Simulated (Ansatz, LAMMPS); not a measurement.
# Ni59Al41 (at. %) with crystalline order left by the classical run (68 atoms): a single point

Aim: energy, forces and density of states of Ni59Al41 (at. %) with crystalline order left by the classical run (68 atoms) at a fixed geometry.

Calculated with Ansatz 0.2.0; Kohn-Sham DFT, LDA, PAW (set soft_2), plane waves.

## (1) Starting point

The cell holds 68 atoms: 40 Ni and 28 Al. Cell: a = 9.493 Å, b = 9.493 Å, c = 9.493 Å, α = 90.0°, β = 90.0°, γ = 90.0°. 68 atoms (40 Ni, 28 Al) placed at random at 5.03 g/cm³, melted at 2400 K for 10 ps at fixed volume with the EAM Ni-Al-H potential (Angelo, Moody and Baskes, Modell. Simul. Mater. Sci. Eng. 3, 289 (1995)). Quenched from 2400 K to 300 K at 30 K/ps and zero pressure, held 5 ps.

Before any run, some limits are plain. The quench rate of 30 K/ps is orders of magnitude faster than experiment, which tends to freeze in extra defects. The network of bonds at the start is that of the classical potential that made the cell, and needn't be the one that DFT or experiment would give.

## (2) The classical run that made the cell

A classical potential supplies the starting structure, since it reaches far longer times than DFT.

This step: classical MD, EAM Ni-Al-H potential (Angelo, Moody and Baskes, Modell. Simul. Mater. Sci. Eng. 3, 289 (1995)) (LAMMPS 22 Jul 2025 - Update 4).

Contents of in.lmp:

```
# melt-quench of Ni40Al28
units metal
atom_style atomic
boundary p p p
region box block 0 10.0782 0 10.0782 0 10.0782
create_box 2 box
mass 1 58.6934   # Ni
mass 2 26.9815   # Al
create_atoms 1 random 40 52263 NULL overlap 1.78 maxtry 2000
create_atoms 2 random 28 52270 NULL overlap 1.78 maxtry 2000
pair_style eam/alloy
pair_coeff * * NiAlH_jea.eam.alloy Ni Al
neigh_modify delay 0 every 1 check yes
thermo_style custom step time temp pe press density
thermo_modify norm yes
timestep 0.002
thermo 100
min_style cg
minimize 1e-4 1e-4 200 2000
reset_timestep 0
velocity all create 2400 52264 mom yes dist gaussian
fix lim all nve/limit 0.05
fix lan all langevin 2400 2400 0.2 52265 zero yes
thermo 500
run 1000 post no
unfix lim
unfix lan
thermo 833
fix md all nvt temp 2400 2400 0.2
run 5000 post no
unfix md
thermo 3500
fix md all npt temp 2400 300 0.2 iso 0 0 2
run 35000 post no
unfix md
thermo 1250
fix md all npt temp 300 300 0.2 iso 0 0 2
run 2500 post no
unfix md
write_dump all custom glass.dump id type xs ys zs modify sort id
```

Run with:

```bash
lmp -in in.lmp -log none -nocite
```

Numbers of over 12 decimals in the logs are rounded to 6 here.

The log of the run:

```text
LAMMPS (22 Jul 2025 - Update 4)
Created orthogonal box = (0 0 0) to (10.0782 10.0782 10.0782)
Created 40 atoms
Created 28 atoms
   Step          Time           Temp          PotEng         Press         Density
         0   0              0             -2.3568522      355687.91      5.0350908
        82   0.164          0             -4.1828353     -104430.62      5.0350908
Loop time of 0.00882598 s on 1 MPI rank(s) for 82 steps with 68 atoms
Minimization stats:
  Stopping criterion = energy tolerance
  Energy initial, next-to-last, final =
     -2.35685222181487  -4.18243974008261    -4.182835317159
  Force two-norm initial, final = 78.093229 0.4584129
  Iterations, force evaluations = 82 110
   Step          Time           Temp          PotEng         Press         Density
         0   0              2400          -4.1828353     -82742.556      5.0350908
       500   1              1820.3937     -3.8309874     -11009.96       5.0350908
      1000   2              2368.9356     -3.8947098     -44848.892      5.0350908
Loop time of 0.0714365 s on 1 MPI rank(s) for 1000 steps with 68 atoms
   Step          Time           Temp          PotEng         Press         Density
      1000   2              2368.9356     -3.8947098     -44848.892      5.0350908
      1666   3.332          2190.5329     -3.8367687      9388.0893      5.0350908
      2499   4.998          2142.305      -3.9146978     -48966.138      5.0350908
      3332   6.664          2480.8539     -3.8401024     -8179.5044      5.0350908
      4165   8.33           2364.424      -3.8713403     -14598.731      5.0350908
      4998   9.996          2684.1985     -3.8388529     -18936.766      5.0350908
      5831   11.662         2094.7473     -3.8958371     -37469.767      5.0350908
[... 1 line left out ...]
Loop time of 0.345931 s on 1 MPI rank(s) for 5000 steps with 68 atoms
   Step          Time           Temp          PotEng         Press         Density
[... 12 lines left out ...]
Loop time of 2.7307 s on 1 MPI rank(s) for 35000 steps with 68 atoms
   Step          Time           Temp          PotEng         Press         Density
     41000   82             282.14696     -4.3312219      8970.4551      6.1328326
     41250   82.5           317.32671     -4.3214297     -8918.7812      6.041664
     42500   85             288.75392     -4.3294246      16906.274      6.1545983
     43500   87             266.56973     -4.3319848     -18083.361      6.024259
Loop time of 0.181618 s on 1 MPI rank(s) for 2500 steps with 68 atoms
```

Elapsed: 3.5 s, on 1 thread of Intel Xeon Platinum 8488C (Sapphire Rapids), shared host; peak memory 0.079 GiB.

## (3) Plane-wave single point

One self-consistent run at the given positions yields energy and forces.

Contents of input.yaml:

```yaml
crystal:
  lattice:
    - [9.49331, 0.0, 0.0]
    - [0.0, 9.49331, 0.0]
    - [0.0, 0.0, 9.49331]
  atoms:
    - { symbol: Ni, position: [0.21838, 0.23428, 0.28481], spin: 0.6 }
    - { symbol: Ni, position: [0.96445, 0.31146, 0.3357], spin: 0.6 }
    - { symbol: Ni, position: [0.91082, 0.02784, 0.45118], spin: 0.6 }
    - { symbol: Ni, position: [0.86953, 0.656, 0.9958], spin: 0.6 }
    - { symbol: Ni, position: [0.80725, 0.4015, 0.10089], spin: 0.6 }
    - { symbol: Ni, position: [0.25185, 0.52597, 0.16937], spin: 0.6 }
    - { symbol: Ni, position: [0.85452, 0.14592, 0.99478], spin: 0.6 }
    - { symbol: Ni, position: [0.73089, 0.24665, 0.79099], spin: 0.6 }
    - { symbol: Ni, position: [0.09822, 0.71154, 0.52578], spin: 0.6 }
    - { symbol: Ni, position: [0.03119, 0.43447, 0.62935], spin: 0.6 }
    - { symbol: Ni, position: [0.27522, 0.00567, 0.19031], spin: 0.6 }
    - { symbol: Ni, position: [0.70124, 0.35018, 0.3492], spin: 0.6 }
    - { symbol: Ni, position: [0.64229, 0.09646, 0.47592], spin: 0.6 }
    - { symbol: Ni, position: [0.76638, 0.48811, 0.68693], spin: 0.6 }
    - { symbol: Ni, position: [0.02078, 0.07572, 0.22174], spin: 0.6 }
    - { symbol: Ni, position: [0.71135, 0.73258, 0.78118], spin: 0.6 }
    - { symbol: Ni, position: [0.18958, 0.37156, 0.85428], spin: 0.6 }
    - { symbol: Ni, position: [0.65434, 0.4669, 0.909], spin: 0.6 }
    - { symbol: Ni, position: [0.64668, 0.95309, 0.91401], spin: 0.6 }
    - { symbol: Ni, position: [0.89292, 0.54116, 0.44424], spin: 0.6 }
    - { symbol: Ni, position: [0.23442, 0.61314, 0.72754], spin: 0.6 }
    - { symbol: Ni, position: [0.36, 0.64044, 0.49428], spin: 0.6 }
    - { symbol: Ni, position: [0.83104, 0.77355, 0.55416], spin: 0.6 }
    - { symbol: Ni, position: [0.32382, 0.77299, 0.06477], spin: 0.6 }
    - { symbol: Ni, position: [0.37098, 0.16498, 0.495], spin: 0.6 }
    - { symbol: Ni, position: [0.32521, 0.27349, 0.0493], spin: 0.6 }
    - { symbol: Ni, position: [0.38007, 0.55639, 0.93628], spin: 0.6 }
    - { symbol: Ni, position: [0.03988, 0.94454, 0.65941], spin: 0.6 }
    - { symbol: Ni, position: [0.06807, 0.8513, 0.0861], spin: 0.6 }
    - { symbol: Ni, position: [0.21349, 0.74544, 0.29912], spin: 0.6 }
    - { symbol: Ni, position: [0.11144, 0.21475, 0.51954], spin: 0.6 }
    - { symbol: Ni, position: [0.45509, 0.81308, 0.82532], spin: 0.6 }
    - { symbol: Ni, position: [0.77706, 0.99067, 0.68269], spin: 0.6 }
    - { symbol: Ni, position: [0.79877, 0.87602, 0.12152], spin: 0.6 }
    - { symbol: Ni, position: [0.57172, 0.82633, 0.58736], spin: 0.6 }
    - { symbol: Ni, position: [0.92716, 0.42002, 0.87726], spin: 0.6 }
    - { symbol: Ni, position: [0.45826, 0.31905, 0.82982], spin: 0.6 }
    - { symbol: Ni, position: [0.73879, 0.62834, 0.22901], spin: 0.6 }
    - { symbol: Ni, position: [0.53444, 0.91907, 0.15282], spin: 0.6 }
    - { symbol: Ni, position: [0.38997, 0.03904, 0.94885], spin: 0.6 }
    - { symbol: Al, position: [0.59779, 0.70767, 0.01999] }
    - { symbol: Al, position: [0.19557, 0.86001, 0.85085] }
    - { symbol: Al, position: [0.3082, 0.8634, 0.61802] }
    - { symbol: Al, position: [0.52388, 0.43471, 0.11719] }
    - { symbol: Al, position: [0.99017, 0.1904, 0.75822] }
    - { symbol: Al, position: [0.96156, 0.8095, 0.31698] }
    - { symbol: Al, position: [0.05802, 0.33322, 0.08778] }
    - { symbol: Al, position: [0.62746, 0.59685, 0.45338] }
    - { symbol: Al, position: [0.9665, 0.6629, 0.74104] }
    - { symbol: Al, position: [0.2616, 0.13613, 0.73089] }
    - { symbol: Al, position: [0.16636, 0.97954, 0.42716] }
    - { symbol: Al, position: [0.42736, 0.91518, 0.38469] }
    - { symbol: Al, position: [0.4227, 0.40516, 0.35675] }
    - { symbol: Al, position: [0.60262, 0.19674, 0.00142] }
    - { symbol: Al, position: [0.83885, 0.26784, 0.54737] }
    - { symbol: Al, position: [0.12663, 0.61092, 0.96397] }
    - { symbol: Al, position: [0.56873, 0.31537, 0.59048] }
    - { symbol: Al, position: [0.99831, 0.57186, 0.20385] }
    - { symbol: Al, position: [0.90057, 0.90192, 0.89222] }
    - { symbol: Al, position: [0.69717, 0.8693, 0.35633] }
    - { symbol: Al, position: [0.53286, 0.07493, 0.7185] }
    - { symbol: Al, position: [0.16404, 0.4785, 0.4019] }
    - { symbol: Al, position: [0.50851, 0.59039, 0.71799] }
    - { symbol: Al, position: [0.45497, 0.66603, 0.24573] }
    - { symbol: Al, position: [0.76055, 0.11765, 0.22671] }
    - { symbol: Al, position: [0.30756, 0.39878, 0.6235] }
    - { symbol: Al, position: [0.47608, 0.1692, 0.24472] }
    - { symbol: Al, position: [0.13184, 0.10269, 0.9845] }
magnetization:
  spin_polarized: true
kpoints:
  mp_grid: { grid: [2, 2, 2] }
hamiltonian:
  xc: lda
scf:
  occupations: { method: methfessel_paxton, width: 0.15 }
  lower_state_search: "off"
output:
  forces: true
  stress: true
  populations: intrinsic
  dos:
    method: { smearing: { sigma: 0.08 } }
    de: 0.1
    projected: { site_lists: { Al: [Al], Ni: [Ni] } }
  eigenvalues: true
  write_density: true
  write_potential: true
  volumetric_format: npy
```

Run with:

```bash
ansatz run input.yaml --threads 8 --pin off --max-ram 15872MiB --backend cpu --events-out ev --progress --plain --runs-dir out
```

The log of the run:

```text
Engine: ansatz 0.2.0, x86_64-unknown-linux-gnu
Pseudopotentials: kind: paw
Pseudopotential: Ni, paw, valence charge 18, recommended cutoff 420 eV (normal), Ni.paw.azcp
Pseudopotential: Al, paw, valence charge 3, recommended cutoff 420 eV (normal), Al.paw.azcp
[... 3 lines on functional and potentials left out ...]
Crystal: 68 atoms, lattice volume = 855.565 Å³
[...]
--- intrinsic populations: 68 sites ---
  site symbol       q [e]    m [muB]
     0     Ni     17.7382    -0.0000
     1     Ni     17.7363    -0.0000
     2     Ni     17.7260    -0.0000
[...]
67     Al      3.3791    -0.0000
  spilling = -0.000000 (of n_electrons = 804.000000)
[key lines of the parts left out:]
SCF converged after 40 iterations
Magnetization: -0.0001 μB (401.9999 up, 402.0001 down)
Free energy (F): -245316.775948 eV
Fermi energy:    12.984171 eV
P = ⅓ Tr σ = -13.2719 GPa (-132.719 kbar)
```

It took 3.7 min on 8 threads of Intel Xeon Platinum 8488C (Sapphire Rapids), shared host; peak memory 12 GiB; 28 min of CPU time.

The program notes that starting moments were not kept, it cut back its work space to fit the memory limit and the stability of the SCF solution was not settled.

Numbers from this run:

```yaml
free_energy: -245316.7759 eV
free_energy_per_atom: -3607.5996 eV/atom
scf_cycles: 40
pressure: -13.27 GPa
r_m_s_force_component: 0.4405 eV/Å
longest_force: 1.697 eV/Å
fermi_energy: 12.98 eV
levels_partly_filled_by_over_2_per_cent: 90
```

Neighbours are counted within 3.23 Å (Ni-Ni), 3.23 Å (Ni-Al), 3.23 Å (Al-Al).

Length of the force by element and coordination:

| element | coordination | atoms | mean length of the force (eV/Å) | spread | least | most |
| --- | --- | --- | --- | --- | --- | --- |
| Al | all | 28 | 0.874 | 0.378 | 0.239 | 1.70 |
| Al | 12 | 19 | 0.832 | 0.405 | 0.308 | 1.70 |
| Al | 13 | 9 | 0.963 | 0.293 | 0.239 | 1.35 |
| Ni | all | 40 | 0.559 | 0.205 | 0.198 | 1.02 |
| Ni | 12 | 33 | 0.560 | 0.211 | 0.198 | 1.02 |
| Ni | 13 | 7 | 0.554 | 0.172 | 0.263 | 0.773 |

Density of states as counts of states in windows of 1 eV (from the Fermi level), total and the larger projections:

| from (eV) | to (eV) | total up | total down | Ni d | Al p | Ni s | Al s |
| --- | --- | --- | --- | --- | --- | --- | --- |
| -10 | -9 | 2.6 | 2.6 | 0.0 | 1.3 | 1.7 | 2.2 |
| -9 | -8 | 4.6 | 4.6 | 0.2 | 3.3 | 2.1 | 3.6 |
| -8 | -7 | 4.2 | 4.2 | 0.3 | 3.4 | 1.8 | 2.8 |
| -7 | -6 | 7.6 | 7.6 | 1.3 | 6.5 | 2.8 | 4.5 |
| -6 | -5 | 8.8 | 8.8 | 3.0 | 7.4 | 3.0 | 3.9 |
| -5 | -4 | 11.6 | 11.6 | 8.1 | 8.2 | 3.5 | 3.0 |
| -4 | -3 | 25.5 | 25.5 | 32.1 | 11.1 | 4.7 | 2.2 |
| -3 | -2 | 61.0 | 61.0 | 103.7 | 11.5 | 2.7 | 1.4 |
| -2 | -1 | 63.9 | 63.9 | 117.0 | 6.1 | 1.4 | 1.0 |
| -1 | 0 | 51.2 | 51.2 | 91.7 | 6.2 | 1.7 | 1.5 |
| 0 | 1 | 15.1 | 15.1 | 17.0 | 7.9 | 2.0 | 2.0 |
| 1 | 2 | 10.6 | 10.6 | 6.4 | 8.3 | 2.2 | 2.3 |
| 2 | 3 | 11.4 | 11.4 | 4.9 | 7.6 | 3.8 | 3.6 |
| 3 | 4 | 11.1 | 11.1 | 3.5 | 7.3 | 4.2 | 3.6 |
| 4 | 5 | 11.4 | 11.4 | 2.5 | 7.9 | 3.9 | 3.2 |

The curve was stored every 0.10 eV, coarse against its broadening of 0.08 eV, so these counts are rough.

Between -26 and -10 eV lie 1 more states.

The stored curve holds about 483 of the 804 electrons; the rest, give or take the few that broadening carries across the Fermi level, lie in deeper levels below its range.

The levels nearest the highest filled one (over half full), pooled over k-points and spins:

| level less the highest filled one (eV) | occupation |
| --- | --- |
| -0.0051 | 0.547 |
| -0.0051 | 0.547 |
| -1.0e-4 | 0.519 |
| -1.0e-4 | 0.519 |
| 0 | 0.519 |
| 0 | 0.519 |
| 0.0056 | 0.487 |
| 0.0056 | 0.487 |
| 0.0171 | 0.422 |
| 0.0171 | 0.422 |
| 0.0173 | 0.421 |
| 0.0173 | 0.421 |

Valence density in the ac plane at fractional y = 0.420, with atoms of Ni and Al within 0.2 Å of it. It is the smooth field of the valence electrons, not physical close to the nuclei.

Ten steps, logarithmic in the rise over the least value, from '0' (0 e/Å³) to '9' (43 e/Å³), each cell a mean:
```
000000000000000123311001121
100112100000000136631012564
211245410000100136531014897
201256520001110112210013786
100134210000110000100001332
000011100000000000011110010
221000000000000000023310001
664100000000000000124420013
996200000000000000012210015
775100000000000000000000014
332100000000000000000000001
000000000000000000000000000
000000000000000000000000000
000000000000000000110000000
000000000000000001231000011
100000000000000001332100011
000000000000000001221000001
000000000000000000000000000
000000000000000000000000000
000000110000000000001331000
000000000000000000014774100
000000000000000000015896200
000000000000000000013663100
000000000000000011111121100
```
Columns run along a (9.5 Å), rows up along c (9.5 Å). Atoms in or near the plane, at fractional coordinates: Ni at (0.81, 0.10), Ni at (0.03, 0.63), Ni at (0.93, 0.88), Al at (0.52, 0.12), Al at (0.42, 0.36).

Electrostatic potential energy in the ac plane at fractional y = 0.420, with atoms of Ni and Al within 0.2 Å of it. With pseudopotentials it is smooth inside the atoms' cores, unlike the true potential.

Ten even steps from '0' (-39 eV) to '9' (16 eV), each cell a mean:
```
999999999999999974479998778
799976799999999840048995102
599721379999999840048982000
699610279999889975589984000
999843589999899999999998546
999998899999999999998899999
778999987889999999974479998
003899766678999999963369984
000698678768998889986689971
002798667668998889999999983
557999866679998889999999998
999998888899999999999999999
999777899988899999999999999
998666789866679999889999999
997666788667768998557999999
998766898668768997436999999
999988999766668998667999999
999999999987789999999999999
999999999999887899999999999
989999889999766679997557999
877899999998678768983002799
767899999998678668972001699
877899999999766679984104899
988999999999988888998778999
```
Columns run along a (9.5 Å; values clipped at the 3rd and 97th percentile), rows up along c (9.5 Å). Atoms in or near the plane, at fractional coordinates: Ni at (0.81, 0.10), Ni at (0.03, 0.63), Ni at (0.93, 0.88), Al at (0.52, 0.12), Al at (0.42, 0.36).

Within 0.4 eV of the Fermi level the largest share is Ni d (76 % of the projected weight).

## (4) Distances and neighbours

These statistics describe the geometry on which the runs were made.

Density 6.02 g/cm³, 12.58 Å³ an atom.

Pair distribution functions g(r), in bins of 0.2 Å:

| r (Å) | total | Ni-Ni | Ni-Al | Al-Al |
| --- | --- | --- | --- | --- |
| 2.30 | 0.23 | 0.08 | 0.43 | 0.00 |
| 2.50 | 4.60 | 4.61 | 5.60 | 1.76 |
| 2.70 | 2.98 | 2.51 | 3.04 | 3.74 |
| 2.90 | 0.84 | 0.91 | 0.73 | 1.05 |
| 3.10 | 0.24 | 0.13 | 0.19 | 0.63 |
| 3.30 | 0.20 | 0.23 | 0.19 | 0.15 |
| 3.50 | 0.43 | 0.42 | 0.47 | 0.36 |
| 3.70 | 0.77 | 0.81 | 0.72 | 0.83 |
| 3.90 | 0.54 | 0.48 | 0.54 | 0.68 |
| 4.10 | 0.61 | 0.71 | 0.49 | 0.77 |
| 4.30 | 1.48 | 1.46 | 1.51 | 1.40 |
| 4.50 | 1.94 | 1.93 | 2.03 | 1.71 |

Neighbours by pair of elements; one cutoff, the widest of the pairs' first minima of g(r), serves all pairs of this metal:

| pair A-B | cutoff (Å) | bonds | mean length (Å) | spread (Å) | shortest (Å) | B about A | A about B |
| --- | --- | --- | --- | --- | --- | --- | --- |
| Ni-Ni | 3.23 | 132 | 2.63 | 0.164 | 2.37 | 6.6 | 6.6 |
| Ni-Al | 3.23 | 223 | 2.62 | 0.164 | 2.35 | 5.58 | 7.96 |
| Al-Al | 3.23 | 61 | 2.73 | 0.178 | 2.46 | 4.36 | 4.36 |

How many atoms have how many bonded neighbours:

| element | mean | 12 | 13 |
| --- | --- | --- | --- |
| Al | 12.3 | 19 | 9 |
| Ni | 12.2 | 33 | 7 |

Bond length by coordination (bonds to H left out):

| element | coordination | atoms | mean bond length (Å) |
| --- | --- | --- | --- |
| Al | 12 | 19 | 2.65 |
| Al | 13 | 9 | 2.68 |
| Ni | 12 | 33 | 2.62 |
| Ni | 13 | 7 | 2.65 |

First main peaks of g(r), for some of the pairs, lie near 2.5 Å (Ni-Ni), 2.5 Å (Ni-Al) and 2.6 Å (Al-Al). Counting bonds as in the table, 68 % of Al atoms have 12 and 82 % of Ni atoms have 12 bonded neighbours.

The surroundings of Ni10, which has 13 bonded neighbours where the commonest count for Ni is 12, nearest first, numbered as they follow in the input and with coordinates relative to it.

| atom | x | y | z | distance (Å) | bonds | Fx | Fy | Fz (eV/Å) |
| --- | --- | --- | --- | --- | --- | --- | --- | --- |
| Ni10 | 0.00 | 0.00 | 0.00 | 0.00 | 13 | 0.34 | 0.20 | 0.38 |
| Ni20 | -1.31 | 1.01 | -1.76 | 2.42 | 13 | -0.04 | 0.12 | -0.23 |
| Ni31 | 0.76 | -2.09 | -1.04 | 2.45 | 12 | -0.01 | -0.23 | 0.43 |
| Al49 | -0.61 | 2.17 | 1.06 | 2.49 | 13 | -0.43 | -0.61 | -0.49 |
| Al62 | 1.26 | 0.42 | -2.16 | 2.54 | 12 | -1.16 | 0.26 | 0.52 |
| Al55 | -1.83 | -1.58 | -0.78 | 2.54 | 12 | 0.14 | 0.11 | -0.37 |
| Ni36 | -0.99 | -0.14 | 2.35 | 2.56 | 12 | -0.24 | 0.18 | 0.04 |
| Ni14 | -2.51 | 0.51 | 0.55 | 2.62 | 12 | -0.26 | 0.19 | -0.94 |
| Al66 | 2.62 | -0.34 | -0.06 | 2.65 | 12 | -0.81 | -0.29 | 0.41 |
| Al45 | -0.39 | -2.32 | 1.22 | 2.65 | 12 | -0.61 | 0.19 | 0.16 |
| Ni17 | 1.50 | -0.60 | 2.14 | 2.68 | 12 | -0.19 | -0.43 | -0.12 |
| Ni21 | 1.93 | 1.70 | 0.93 | 2.73 | 12 | -0.28 | 0.70 | 0.15 |
| Ni9 | 0.64 | 2.63 | -0.98 | 2.88 | 12 | -0.22 | 0.15 | -0.01 |
| Ni2 | -0.63 | -1.17 | -2.79 | 3.09 | 13 | -0.01 | 0.14 | -0.76 |

The column of bonds counts only the pairs Ni-Ni within 3.23 Å, Ni-Al within 3.23 Å, Al-Al within 3.23 Å; other neighbours, such as metal atoms beside each other in a compound, aren't counted, and periodic images can show an atom twice.

## (5) Summary of results

| Quantity | Value |
| --- | --- |
| free energy per atom | -3607.5996 eV/atom |
| pressure | -13.27 GPa |
| r.m.s. force component | 0.4405 eV/Å |
| wall time of the 1 DFT run | 3.7 min |

What this shows: 90 levels are partly filled, by over 2 % (on the run's k-points), as in a metal. Counting bonds as in the table, 68 % of Al atoms have 12 and 82 % of Ni atoms have 12 bonded neighbours.

Caveats: In the spin-polarised runs the search for a state of lower energy was switched off. The force components of 0.44 eV/Å r.m.s. hold both thermal displacement and the mismatch between the potential that made the cell and DFT. The run was spin polarised, started with 40 parallel moments, ending at 0.0 μB in the cell; the starting moments vanished. The stress is far from hydrostatic: its diagonal is -13.7, -16.3, -9.8 GPa, compression counted positive. The classical run held zero pressure, yet DFT finds -13 GPa in this frame, which points to a density or bond lengths far off those of this functional.

[Logs are printed without paths, hosts, clocks, repeated set-up lines and the standing remarks that a program may print on its own settings, such as how far it seeks lower states.]

[Hosts, paths, dates, database ids (printed as entryN), source tags and the programs' standing remarks are cut or masked in the printed files.]
